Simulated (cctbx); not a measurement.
# Solving a structure by charge flipping

Cell a = 5.6450 Å, b = 5.6450 Å, c = 13.0040 Å, α = 90.00°, β = 90.00°, γ = 120.00°; space group R-3m (no. 166); content Sm6 Ru3 Al9.

The data are simulated with cctbx, not measured: synchrotron X-rays, λ = 0.6889 Å, to d = 0.6 Å, 70 % of the full sphere, strongest reflection 20000 counts, noise from counting, a 1.5 % proportional error and a noise floor of 8 counts (s.d.); no absorption, and some extinction, which the refinements don't model.

1 earlier start (other random phases, and plain and normalised amplitudes in turn) led nowhere (symmetry correlation 0.82).

Charge flipping in P1 on normalised amplitudes to 0.9 Å, δ = 1.1 σ, 30 % of the reflections treated as weak, 200 cycles:

```text
cycle      R  skewness
    0  0.512     0.32
   16  0.437     1.35
   32  0.413     3.03
   48  0.424     3.14
   64  0.442     2.91
   80  0.415     2.37
   96  0.385     2.71
  112  0.393     2.95
  128  0.412     2.73
  144  0.389     2.66
  160  0.400     2.87
  176  0.390     2.76
  192  0.402     3.07
origin shift          correlation  skewness
 0.270  0.267  0.480      0.954      5.52
 0.268  0.265  0.291      0.945      4.92
 0.273  0.264  0.167      0.930      5.75
 0.266  0.261  0.103      0.913      4.86
taken: symmetry correlation 0.930, skewness 5.75
peak      x       y       z  mult  height/sigma
Q1    0.0000  0.0000  0.3795    6     14.3
Q2    0.0000  0.0000  0.0000    3     12.0
Q3    0.0000  0.0000  0.2695    6      2.6
Q4    0.0000  0.0000  0.1208    6      2.6
Q5    0.0574  0.5287  0.0666   18      1.4
Q6    0.0000  0.5000  0.5000    9      1.2
Q7    0.0407  0.5204  0.2533   18      1.1
Q8    0.1111  0.2222  0.2333   18      1.1
```

The origin is taken among those within 0.04 of the best correlation, by the skewness of the map.

It took 0.3 s on 1 thread of Arm Neoverse V2, with other jobs on the host, peak memory 0.08 GiB.

Q: Assign the peaks.

Heights go roughly as Z and multiplicities must add up to the content. First model: Q1 = Sm1 (6 in the cell, height 14.3), Q2 = Ru1 (3 in the cell, height 12.0) and Q6 = Al1 (9 in the cell, height 1.2). Against the true structure, Q1 is Sm, Q2 is Ru and Q6 is Al; the other peaks are not atoms.

Least squares on F², isotropic:

```text
Rint 0.018, 241 unique reflections to 0.60 A
cycle     R1     wR2    GooF  max shift (A)
   1  0.2775  0.5275  44.106   0.05057
   2  0.0198  0.0510   4.262   0.00000
final R1 0.0198 wR2 0.0510 GooF 4.262  parameters 4  data/parameter 60.2
atom        x        y        z      Ueq    occ   su(xyz)  su(Uiso or U11)
Sm1    0.00000  0.00000  0.37561   0.0036  1.000  0.00003  0.0001
Ru1    0.00000  0.00000  0.00000   0.0033  1.000  0.00000  0.0001
Al1    0.00000  0.50000  0.50000   0.0061  1.000  0.00000  0.0003
difference map: max 7.37 min -4.08 rms 0.40
Q1    0.0000  0.0000  0.4031    6    7.54  0.36 A from Sm1
Q2    0.0000  0.0000  0.3471    6    7.24  0.37 A from Sm1
Q3    0.0843  0.1686  0.3619   18    1.15  0.84 A from Sm1
Q4    0.0872  0.1745  0.6219   18    0.98  0.85 A from Sm1
Q5    0.0472  0.5236  0.5234   18    0.89  0.38 A from Al1
```

Anisotropic refinement:

```text
Rint 0.018, 241 unique reflections to 0.60 A
cycle     R1     wR2    GooF  max shift (A)
   1  0.0198  0.0510   4.308   0.00027
   2  0.0061  0.0128   1.082   0.00000
final R1 0.0061 wR2 0.0128 GooF 1.082  parameters 9  data/parameter 26.8
atom        x        y        z      Ueq    occ   su(xyz)  su(Uiso or U11)
Sm1    0.00000  0.00000  0.37563   0.0035  1.000  0.00001  0.0000
Ru1    0.00000  0.00000  0.00000   0.0033  1.000  0.00000  0.0001
Al1    0.00000  0.50000  0.50000   0.0060  1.000  0.00000  0.0002
difference map: max 0.34 min -1.16 rms 0.12
Q1    0.1098  0.2195  0.3558   18    0.34  1.10 A from Sm1
Q2    0.1112  0.2224  0.5969   18    0.31  1.14 A from Sm1
Q3    0.0000  0.2999  0.0000   18    0.30  1.69 A from Ru1
Q4    0.1065  0.2130  0.7214   18    0.28  1.57 A from Al1
Q5    0.0546  0.1093  0.4846   18    0.27  1.51 A from Sm1
Q6    0.0144  0.3478  0.1667   18    0.25  1.02 A from Al1
```

**Reading.** The refinement ends at R1 = 0.0061, wR2 = 0.0128, GooF = 1.08, with difference density between -1.16 and 0.34 e/Å³. Every site matches the true model in element, within 0.001 Å r.m.s., up to an allowed shift of origin.

True model:

```
atom  mult.    x    y       z  Ueq (Å²)
 Sm1      6  1/3  2/3  0.0423    0.0037
 Ru1      3    0    0       0    0.0035
 Al1      9  1/6  1/3     5/6    0.0062
```

The model is made up (kin elements in a known structure type, no relaxation), so it says nothing on whether the phase exists.

[Middle refinement cycles are left out of these outputs.]

[Logs are printed without paths, hosts, clocks, repeated set-up lines and the standing remarks that a program may print on its own settings, such as how far it seeks lower states.]
